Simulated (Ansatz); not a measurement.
# Ru (P6_3/mmc, 2 atoms in the cell) under uniaxial strain along c, part 2 of 2

Aim: how do the optical modes of Ru (P6_3/mmc, 2 atoms in the cell) shift and split under this strain?

Ansatz 0.2.0; DFT PBEsol, scalar-relativistic, plane waves, PAW; PAW set soft_1.

So far. Step 3 (Tight relaxation): The forces vanish by symmetry and the pressure is 0.001 GPa, within the tolerances set. The cell now holds 13.32 Å³/atom.

## 4. Zone-centre response at rest

The force constants come from the linear response of the density to a displacement.

The modes at rest are the reference of the series.

The input, input.yaml:

```yaml
crystal:
  lattice:
    - [2.6904991625, 0.0, 0.0]
    - [-1.3452495812, 2.3300406236, 0.0]
    - [0.0, 0.0, 4.2492958113]
  atoms:
    - { symbol: Ru, position: [0.3333333333, 0.6666666667, 0.25] }
    - { symbol: Ru, position: [0.6666666667, 0.3333333333, 0.75] }
kpoints:
  mp_grid: { grid: [18, 18, 12] }
hamiltonian:
  xc: pbesol
  pseudopotentials: { kind: paw, azcp: { folder: soft_1 }, xc_functional: pbe }
scf:
  occupations: { method: methfessel_paxton, width: 0.2 }
output:
  eigenvalues: true
phonons:
  method: dfpt
```

Started as:

```sh
$ ansatz run input.yaml --threads 4 --pin off --max-ram 10240MiB --backend cpu --events-out ev --progress --plain --runs-dir out
```

Numbers of over 12 decimals in the logs are rounded to 6 here.

The program printed:

```text
zone centre: on kpoints.mp_grid the ground state, and the responses unless they are solved on pairs of k-points, stand on 637 of the mesh's 3888 k-points, reduced under 4 symmetry operations, with k and −k counted as one. Each operation leaves every solved displacement unchanged or reverses it
[...]
Crystal: 2 atoms, lattice volume = 26.639 Å³
Basis set: ecut = 420 eV, 537 PW (Γ), exchange–correlation on 36×36×60 points (8 copies of the dense FFT grid, shifted against one another)
Bands: 20, of which v1, the nominal top of the filled ones, is band 16 counted from 1 (15 counted from 0)
Symmetry: 24 space group operations
k-points: 637 of 3888 (irreducible under 4 space group operations, time reversal used)
[...]
SCF iter   1: F=—  HF=-11634.559235 eV  |F-HF|=—  |Δ(HF+E_count)|=         —  Δρ=1.31e-1  dr2=4.36e0  ethr=3.10e-3  ⟨swp⟩=5.1  Hψ=111146  notcnv=0  defer=73
automatic band count: the SCF goes on with 24 bands, as 20 were too few: they end inside the smearing window of the response
[...]
SCF iter   2: F=—  HF=-11633.556720 eV  |F-HF|=—  |Δ(HF+E_count)|=    1.00e0  S|Δr|=    0.00e0  Δρ=7.46e-2  dr2=1.40e0  ethr=3.10e-3  ⟨swp⟩=2.8  Hψ=30035  notcnv=0  defer=1768
[...]
SCF iter   8: F=-11633.095649 eV  HF=-11633.095649 eV  |F-HF|=0.00e0  |Δ(HF+E_count)|=  9.09e-12  S|Δr|=    0.00e0  Δρ=1.19e-7  dr2=2.72e-12  ethr=1.00e-12  ⟨swp⟩=9.0  Hψ=88941  notcnv=0
SCF 1 converged in 8 iterations: F = -11633.095649 eV  dr2 = 2.72e-12
[...]
DFPT response loops at Γ: preconditioner auto → Kerker (q_TF=auto, 2.813 Å⁻¹) (partly filled bands, converged f_vac=0.000); β = 1.00, the filter's whole step (`scf.mixing.beta` (0.50) is not read by the response loops under this deck's `scf.mixing.preconditioner`; to damp them name `kerker` or `kerker_dos`, under which they read `scf.mixing.beta`, and type it under 1.00, their step now; both keys bind the ground state too); Broyden in place of MSR1
SCF converged after 8 iterations
[...]
Free energy (F): -11633.095649 eV
[...]
Internal energy: -11633.096130 eV  (E = F + TS)
E sigma→0 (E₀):  -11633.095769 eV
Entropy (-TS):   0.000481 eV (0.241 meV/atom)
Fermi energy:    23.734908 eV
Step filling:    the computed levels leave a gap of 0.0000 eV = 0.0 smearing widths at the electron count; against every level under it full and every level over it empty, smearing changes F+E_penalty+E_count by +0.394 meV and its σ→0 estimate by +0.274 meV
[...]
--- Band table (eV; the first three rows and the last of 637) ---
  k-point 0: bands = [... 12 lower, 21.2474, 21.7567, 21.7567, 22.2832, 22.2832, 24.9603, 24.9603, 25.0043, ... 4 higher]
  k-point 1: bands = [... 12 lower, 21.2063, 21.7073, 21.7073, 22.4001, 22.4001, 24.7345, 24.9671, 24.9671, ... 4 higher]
  k-point 2: bands = [... 12 lower, 21.0923, 21.5736, 21.5736, 22.6944, 22.6944, 24.0399, 24.9711, 24.9711, ... 4 higher]
  k-point 636: bands = [... 12 lower, 21.0061, 21.0061, 22.3499, 22.3499, 25.4387, 25.4387, 28.8852, 28.8852, ... 4 higher]
--- Phonons (Γ-DFPT): 2 representative perturbations + reference, on 637 of 3888 k-points (Σ response iterations 6) ---
  k mesh reduced under 4 symmetry operations, with k and −k counted as one. Each operation leaves every solved displacement unchanged or reverses it
  ASR residual: 9.448e-5 → 0.000e0 eV/Å²; symmetrization residual: 9.185e-10 eV/Å²
  ASR residual per site (eV/Å²): 9.45e-5 9.45e-5
  Γ frequencies (cm⁻¹): 0.00 0.00 0.00 207.52 207.52 271.22
  non-analytic LO–TO correction: not included (Born effective charges unavailable; polar crystals: no LO–TO splitting at Γ)
```

The job ended after 87 s (4 threads of Intel Xeon at 2.50GHz (Skylake/Cascade Lake), shared host; peak memory 1.3 GiB).

The column dr2 measures how far the density is from self-consistency, as an energy; F and HF (Harris–Foulkes) agree once it is small.

This step gave:

* sum-rule residual before enforcement: 9.45e-5 eV/Å²
* point group: 6/mmm
* highest optical mode at the zone centre (no LO-TO term): 271.2 cm⁻¹
* lowest optical zone-centre mode: 207.5 cm⁻¹

Patterns of degenerate modes are one choice out of their space. Modes at Γ:

| mode | frequency (cm⁻¹) | symmetry |
| --- | --- | --- |
| 1 | 0.0 | acoustic |
| 2 | 0.0 | acoustic |
| 3 | 0.0 | acoustic |
| 4 | 207.5 | E2g |
| 5 | 207.5 | E2g |
| 6 | 271.2 | B1g |

Displacements in mode 5 (207.5 cm⁻¹), the largest set to 1:
```
Ru1  0.00  1.00  0.00
Ru2  0.00 -1.00  0.00
```

Displacements in mode 6 (271.2 cm⁻¹), the largest set to 1:
```
Ru1  0.00  0.00  1.00
Ru2  0.00  0.00 -1.00
```

Before it was imposed, the acoustic sum rule was missed by 9.4e-5 eV/Å². Small misses are needed for a sound result but don't prove that mesh and cutoff are converged. The lowest optical mode is real, 208 cm⁻¹.

## 5. A member of the series: uniaxial strain of +4 % along c

The cell takes a uniaxial strain of +4 % along c. The strained length and the angles are held, while the rest of the cell and the atoms relax.

input.yaml, the sections that differ from step 4:

```yaml
crystal:
  lattice:
    - [2.673579277, 0.0, 0.0]
    - [-1.3367896385, 2.3153875729, 0.0]
    - [0.0, 0.0, 4.4192676437]
  atoms:
    - { symbol: Ru, position: [0.3333333316, 0.6666666684, 0.25] }
    - { symbol: Ru, position: [0.6666666684, 0.3333333316, 0.75] }
output:
  forces: true
  stress: true
  eigenvalues: true
relax:
  adjacent_minimum: "off"
  f_tol: 0.001
  max_steps: 60
  cell: { stress_tol: 0.01, fix: [c, angles] }
# kpoints, hamiltonian, scf: as in step 4
# phonons: removed
```

The program printed:

```text
[...]
k-point 636: bands = [... 12 lower, 22.1797, 22.1797, 23.5122, 23.5122, 24.9696, 24.9696, 26.4451, 26.4451]
--- Relaxed structure (4 steps of the walk, 3 accepted, 1 SCFs on fresh bases) ---
[...]
cell:  # Å, volume = 27.2590 Å³
    - [2.668791, 2.665162362686847e-19, 0.0]
    - [-1.334395, 2.311241, 0.0]
    - [0.0, 0.0, 4.4192676437]
  atoms:
    - { symbol: Ru, position: [0.333333, 0.666667, 0.250000] }
    - { symbol: Ru, position: [0.666667, 0.333333, 0.750000] }
[key lines of the parts left out:]
SCF converged after 4 iterations
Free energy (F): -11633.020773 eV
Fermi energy:    23.066234 eV
P = ⅓ Tr σ = -7.3473 GPa (-73.473 kbar)
```

It took 45 s on 4 threads; peak memory 0.62 GiB; 2.7 min of CPU time.

The steps of the relaxation:

| step | energy less that of the first step (eV) | largest force component (eV/Å) | pressure (GPa) | volume (Å³) |
| --- | --- | --- | --- | --- |
| 1 | 0.0000 | 0.0000 | -8.49 | 27.36 |
| 2 | -0.0002 | 0.0000 | -6.10 | 27.16 |
| 3 | -0.0006 | 0.0000 | -7.35 | 27.26 |
| 4 | -0.0006 | 0.0000 | -7.34 | 27.26 |
| 5* | -0.0005 | 0.0000 | -7.35 | 27.26 |

Relaxation steps marked * repeat the geometry before them on a plane-wave basis chosen anew for their cell, so energy and pressure can jump there. Relaxation step 2 was tried and not accepted.

| conventional cell, symmetrised | before | after | change |
| --- | --- | --- | --- |
| a (Å) | 2.674 | 2.669 | -0.2 % |
| b (Å) | 2.674 | 2.669 | -0.2 % |
| c (Å) | 4.419 | 4.419 | -0.0 % |
| volume (Å³/atom) | 13.68 | 13.63 | -0.4 % |

Final coordinates:

```cif
data_structure
_symmetry_space_group_name_H-M 'P 1'
_symmetry_Int_Tables_number 1
_cell_length_a 2.6688
_cell_length_b 2.6688
_cell_length_c 4.4193
_cell_angle_alpha 90.000
_cell_angle_beta 90.000
_cell_angle_gamma 120.000
_cell_volume 27.26
loop_
_atom_site_label
_atom_site_type_symbol
_atom_site_fract_x
_atom_site_fract_y
_atom_site_fract_z
_atom_site_occupancy
Ru1 Ru 0.33333 0.66667 0.25000 1
Ru2 Ru 0.66667 0.33333 0.75000 1
```

Numbers from this step:

```
pressure        : -7.347 GPa
volume per atom : 13.63 Å³
```

The largest force component left is 9.8e-4 meV/Å.

## 6. Zone-centre modes of the member: uniaxial strain of +4 % along c

The zone-centre modes follow for uniaxial strain of +4 % along c.

input.yaml, the sections that differ from step 5:

```yaml
crystal:
  lattice:
    - [2.6687909808, 0.0, 0.0]
    - [-1.3343954904, 2.3112407867, 0.0]
    - [0.0, 0.0, 4.4192676437]
  atoms:
    - { symbol: Ru, position: [0.3333333518, 0.6666666482, 0.25] }
    - { symbol: Ru, position: [0.6666666482, 0.3333333518, 0.75] }
output:
  eigenvalues: true
phonons:
  method: dfpt
# kpoints, hamiltonian, scf: as in step 5
# relax: removed
```

The program printed:

```text
[...]
Crystal: 2 atoms, lattice volume = 27.259 Å³
Basis set: ecut = 420 eV, 549 PW (Γ), exchange–correlation on 36×36×60 points (8 copies of the dense FFT grid, shifted against one another)
Bands: 20, of which v1, the nominal top of the filled ones, is band 16 counted from 1 (15 counted from 0)
Symmetry: 24 space group operations
k-points: 637 of 3888 (irreducible under 4 space group operations, time reversal used)
[...]
SCF iter   1: F=—  HF=-11634.516149 eV  |F-HF|=—  |Δ(HF+E_count)|=         —  Δρ=1.31e-1  dr2=4.50e0  ethr=3.10e-3  ⟨swp⟩=5.0  Hψ=111418  notcnv=0  defer=72
[...]
SCF iter   8: F=-11633.020773 eV  HF=-11633.020773 eV  |F-HF|=0.00e0  |Δ(HF+E_count)|=  1.93e-10  S|Δr|=    0.00e0  Δρ=1.29e-7  dr2=3.28e-12  ethr=1.00e-12  ⟨swp⟩=9.0  Hψ=85224  notcnv=0
SCF 1 converged in 8 iterations: F = -11633.020773 eV  dr2 = 3.28e-12
[...]
SCF converged after 8 iterations
[...]
Free energy (F): -11633.020773 eV
[...]
Internal energy: -11633.021789 eV  (E = F + TS)
E sigma→0 (E₀):  -11633.021027 eV
Entropy (-TS):   0.001015 eV (0.508 meV/atom)
Fermi energy:    23.066235 eV
[...]
--- Band table (eV; the first three rows and the last of 637) ---
  k-point 0: bands = [... 12 lower, 20.5131, 21.0924, 21.0924, 22.0307, 22.0307, 23.7875, 24.2689, 24.2689, ... 4 higher]
  k-point 1: bands = [... 12 lower, 20.4864, 21.0586, 21.0586, 22.1099, 22.1099, 23.5432, 24.2646, 24.2646, ... 4 higher]
  k-point 2: bands = [... 12 lower, 20.4277, 20.9653, 20.9653, 22.3222, 22.3222, 22.9125, 24.2426, 24.2426, ... 4 higher]
  k-point 636: bands = [... 12 lower, 20.4311, 20.4311, 21.7662, 21.7662, 24.7289, 24.7289, 28.1960, 28.1960, ... 4 higher]
[...]
ASR residual: 8.886e-5 → 0.000e0 eV/Å²; symmetrization residual: 6.342e-13 eV/Å²
  ASR residual per site (eV/Å²): 8.89e-5 8.89e-5
  Γ frequencies (cm⁻¹): 0.00 0.00 0.00 188.29 188.29 213.64
[...]
```

Run time: 61 s. Hardware: 4 threads; peak memory 1.3 GiB.

This step gave:

| Quantity | Value |
| --- | --- |
| sum-rule residual before enforcement | 8.89e-5 eV/Å² |
| highest optical mode at the zone centre (no LO-TO term) | 213.6 cm⁻¹ |
| lowest optical zone-centre mode | 188.3 cm⁻¹ |

Patterns of degenerate modes are one choice out of their space. Modes at Γ:

| mode | frequency (cm⁻¹) | symmetry |
| --- | --- | --- |
| 1 | 0.0 | acoustic |
| 2 | 0.0 | acoustic |
| 3 | 0.0 | acoustic |
| 4 | 188.3 | E2g |
| 5 | 188.3 | E2g |
| 6 | 213.6 | B1g |

Displacements in mode 4 (188.3 cm⁻¹), the largest set to 1:
```
Ru1  0.00 -1.00  0.00
Ru2  0.00  1.00  0.00
```

Displacements in mode 6 (213.6 cm⁻¹), the largest set to 1:
```
Ru1  0.00  0.00 -1.00
Ru2  0.00  0.00  1.00
```

The lowest optical mode is real, 188 cm⁻¹, and the highest lies at 213.6 cm⁻¹.

Between step 4 and this run (strain 4 %) the value for the highest optical mode at the zone centre (no LO-TO term) moves from 271 cm⁻¹ to 214 cm⁻¹ (-21 %).

## 7. A member of the series: uniaxial strain of -4 % along c

The cell takes a uniaxial strain of -4 % along c. The strained length and the angles are held, while the rest of the cell and the atoms relax.

input.yaml, the sections that differ from step 6:

```yaml
crystal:
  lattice:
    - [2.7120054886, 0.0, 0.0]
    - [-1.3560027443, 2.3486656483, 0.0]
    - [0.0, 0.0, 4.0793239789]
  atoms:
    - { symbol: Ru, position: [0.3333333398, 0.6666666602, 0.25] }
    - { symbol: Ru, position: [0.6666666602, 0.3333333398, 0.75] }
output:
  forces: true
  stress: true
  eigenvalues: true
relax:
  adjacent_minimum: "off"
  f_tol: 0.001
  max_steps: 60
  cell: { stress_tol: 0.01, fix: [c, angles] }
# kpoints, hamiltonian, scf: as in step 6
# phonons: removed
```

The program printed:

```text
[...]
Crystal: 2 atoms, lattice volume = 25.984 Å³
Basis set: ecut = 420 eV, 523 PW (Γ), exchange–correlation on 40×40×60 points (8 copies of the dense FFT grid, shifted against one another)
Bands: 20, of which v1, the nominal top of the filled ones, is band 16 counted from 1 (15 counted from 0)
Symmetry: 8 space group operations
k-points: 637 of 3888
[...]
k-point 636: bands = [... 12 lower, 22.9451, 22.9451, 24.7025, 24.7025, 25.8397, 25.8397, 27.7331, 27.7331]
--- Relaxed structure (5 steps of the walk, 5 accepted, 2 SCFs on fresh bases) ---
[...]
cell:  # Å, volume = 26.1460 Å³
    - [2.720463, 3.9250739792981145e-19, 0]
    - [-1.360232, 2.355990, 0]
    - [0, 0, 4.0793239789]
  atoms:
    - { symbol: Ru, position: [0.333333, 0.666667, 0.25] }
    - { symbol: Ru, position: [0.666667, 0.333333, 0.75] }
[key lines of the parts left out:]
SCF converged after 5 iterations
Free energy (F): -11633.009290 eV
Fermi energy:    24.303351 eV
P = ⅓ Tr σ = 8.7012 GPa (87.012 kbar)
```

The job ended after 58 s (4 threads; peak memory 0.61 GiB).

The steps of the relaxation:

| step | energy less that of the first step (eV) | largest force component (eV/Å) | pressure (GPa) | volume (Å³) |
| --- | --- | --- | --- | --- |
| 1 | 0.0000 | 0.0000 | 10.96 | 25.98 |
| 2 | 0.0005 | 0.0000 | 6.60 | 26.30 |
| 3 | -0.0010 | 0.0000 | 8.67 | 26.15 |
| 4 | -0.0010 | 0.0000 | 8.70 | 26.15 |
| 5* | -0.0013 | 0.0000 | 8.71 | 26.15 |
| 6 | -0.0013 | 0.0000 | 8.70 | 26.15 |
| 7* | -0.0013 | 0.0000 | 8.70 | 26.15 |

Relaxation steps marked * repeat the geometry before them on a plane-wave basis chosen anew for their cell, so energy and pressure can jump there.

| conventional cell, symmetrised | before | after | change |
| --- | --- | --- | --- |
| a (Å) | 2.712 | 2.720 | +0.3 % |
| b (Å) | 2.712 | 2.720 | +0.3 % |
| c (Å) | 4.079 | 4.079 | +0.0 % |
| volume (Å³/atom) | 12.99 | 13.07 | +0.6 % |

Final coordinates:

```xyz
2
Lattice="2.7205 0.0000 0.0000 -1.3602 2.3560 0.0000 0.0000 0.0000 4.0793" Properties=species:S:1:pos:R:3 pbc="T T T"
Ru    0.0000    1.5707    1.0198
Ru    1.3602    0.7853    3.0595
```

Numbers from this step:

```yaml
pressure: 8.701 GPa
volume_per_atom: 13.07 Å³
```

The forces vanish by symmetry.

The cell grew by 0.6 % in volume.

## 8. Modes of this member: uniaxial strain of -4 % along c

The zone-centre modes follow for uniaxial strain of -4 % along c.

input.yaml, the sections that differ from step 7:

```yaml
crystal:
  lattice:
    - [2.7204631887, 0.0, 0.0]
    - [-1.3602315943, 2.3559902314, 0.0]
    - [0.0, 0.0, 4.0793239789]
  atoms:
    - { symbol: Ru, position: [0.3333333339, 0.6666666661, 0.25] }
    - { symbol: Ru, position: [0.6666666661, 0.3333333339, 0.75] }
output:
  eigenvalues: true
phonons:
  method: dfpt
# kpoints, hamiltonian, scf: as in step 7
# relax: removed
```

The program printed:

```text
[...]
Crystal: 2 atoms, lattice volume = 26.146 Å³
Basis set: ecut = 420 eV, 523 PW (Γ), exchange–correlation on 40×40×60 points (8 copies of the dense FFT grid, shifted against one another)
Bands: 20, of which v1, the nominal top of the filled ones, is band 16 counted from 1 (15 counted from 0)
Symmetry: 24 space group operations
k-points: 637 of 3888 (irreducible under 4 space group operations, time reversal used)
[...]
k-point 2: bands = [... 12 lower, 22.0463, 22.0577, 22.0577, 22.9631, 22.9631, 25.1630, 25.6162, 25.6162, ... 4 higher]
  k-point 636: bands = [... 12 lower, 21.4971, 21.4971, 22.8033, 22.8033, 25.9515, 25.9515, 29.4503, 29.4503, ... 4 higher]
[...]
ASR residual: 2.414e-4 → 0.000e0 eV/Å²; symmetrization residual: 1.170e-9 eV/Å²
  ASR residual per site (eV/Å²): 2.41e-4 2.41e-4
  Γ frequencies (cm⁻¹): 0.00 0.00 0.00 225.72 225.72 319.91
[...]
[key lines of the parts left out:]
SCF converged after 8 iterations
Free energy (F): -11633.009290 eV
Fermi energy:    24.303353 eV
```

It took 63 s on 4 threads; peak memory 1.2 GiB; 3.2 min of CPU time.

Numbers from this step:

* sum-rule residual before enforcement: 2.41e-4 eV/Å²
* highest optical mode at the zone centre (no LO-TO term): 319.9 cm⁻¹
* lowest optical zone-centre mode: 225.7 cm⁻¹

Patterns of degenerate modes are one choice out of their space. Modes at Γ:

| mode | frequency (cm⁻¹) | symmetry |
| --- | --- | --- |
| 1 | 0.0 | acoustic |
| 2 | 0.0 | acoustic |
| 3 | 0.0 | acoustic |
| 4 | 225.7 | E2g |
| 5 | 225.7 | E2g |
| 6 | 319.9 | B1g |

Displacements in mode 4 (225.7 cm⁻¹), the largest set to 1:
```
Ru1  0.00  1.00  0.00
Ru2  0.00 -1.00  0.00
```

Displacements in mode 6 (319.9 cm⁻¹), the largest set to 1:
```
Ru1  0.00  0.00  1.00
Ru2  0.00  0.00 -1.00
```

The lowest optical mode is real, 226 cm⁻¹, and the highest lies at 319.9 cm⁻¹.

Between step 4 and this run (strain -4 %) the value for the highest optical mode at the zone centre (no LO-TO term) moves from 271 cm⁻¹ to 320 cm⁻¹ (+18 %).

## 9. All members side by side

The members are set side by side, also those not shown above.

Stress is positive in compression; energies are extrapolated to zero smearing, and E0 is that at rest; the edges not held and the atoms are relaxed in each cell; all runs use 18×18×12 k points and Methfessel-Paxton smearing of 0.2 eV. State of the crystal along the series:

| strain (%) | stress along the axis (GPa) | free strain along a (%) | free strain along b (%) | E - E0 (meV/atom) |
| --- | --- | --- | --- | --- |
| -4 | 26.1 | 1.114 | 1.114 | 43.31 |
| -3 | 19.3 | 0.7993 | 0.7993 | 24.09 |
| -2 | 12.69 | 0.5086 | 0.5086 | 10.56 |
| -1 | 6.234 | 0.2434 | 0.2434 | 2.591 |
| 0 | -0.001932 | 0 | 0 | 0 |
| 1 | -5.945 | -0.2244 | -0.2244 | 2.484 |
| 2 | -11.58 | -0.4345 | -0.4345 | 9.725 |
| 3 | -16.93 | -0.6289 | -0.6289 | 21.44 |
| 4 | -22.03 | -0.8068 | -0.8068 | 37.37 |

Optical modes are counted from below at rest and tracked from member to member by their patterns, and modes that stay within 0.3 cm⁻¹ of each other stand once; labels, where given, are those at rest; the edges not held and the atoms are relaxed in each cell; all runs use 18×18×12 k points and Methfessel-Paxton smearing of 0.2 eV. Optical modes along the series:

| strain (%) | optical mode 1 E2g (cm⁻¹) | optical mode 2 B1g (cm⁻¹) |
| --- | --- | --- |
| -4 | 225.7 | 319.9 |
| -3 | 221.2 | 308.4 |
| -2 | 216.7 | 296.7 |
| -1 | 212.2 | 284.3 |
| 0 | 207.5 | 271.2 |
| 1 | 202.8 | 257.6 |
| 2 | 197.9 | 243.4 |
| 3 | 193.1 | 228.7 |
| 4 | 188.3 | 213.6 |

Value and slope at zero strain of a cubic (a lower polynomial where under five rows exist) through the rows within 2 % of rest. Slopes at rest:

| mode | frequency (cm⁻¹) | shift per percent of strain (cm⁻¹) | shift per GPa of compressive stress (cm⁻¹) |
| --- | --- | --- | --- |
| optical mode 1 E2g | 207.5 | -4.73 | 0.78 |
| optical mode 2 B1g | 271.2 | -13.4 | 2.2 |

## 10. Outcome

```
members                                                          : 9
highest optical mode at the zone centre (no LO-TO term), at rest : 271.2 cm⁻¹
Young’s modulus along c                                          : 610 GPa
optical mode 1 E2g, shift per percent                            : -4.73 cm⁻¹
optical mode 2 B1g, shift per percent                            : -13.40 cm⁻¹
```

**Reading.** The stress changes by 6.10 GPa for each percent, a Young’s modulus of 610 GPa along c. For each percent the free edge responds with -0.23 %. The fastest shift in the table of slopes is -13.4 cm⁻¹ for each percent (optical mode 2 B1g), or 2.2 cm⁻¹ for each GPa of compressive stress. For small strain, the measured shift of a line that Raman or infrared light can see, divided by its slope, estimates the stress, if the state of stress is of this kind. These are harmonic frequencies at zero temperature: anharmonic shifts, linewidths and thermal expansion are left out. With no gap, or one that is small against the smearing, the frequencies hang on the k mesh and the smearing, most of all near Kohn anomalies. The PAW files were made for PBE; the program adapts parts of them to the functional of the run, but their partial waves stay those of PBE, an approximation that was not tested in this session. Only the zone centre was solved, so an instability at another wavevector cannot show here.

[Logs are printed without paths, hosts, clocks, repeated set-up lines and the standing remarks that a program may print on its own settings, such as how far it seeks lower states.]

[Hosts, paths, dates, database ids (printed as entryN), source tags and the programs' standing remarks are cut or masked in the printed files.]
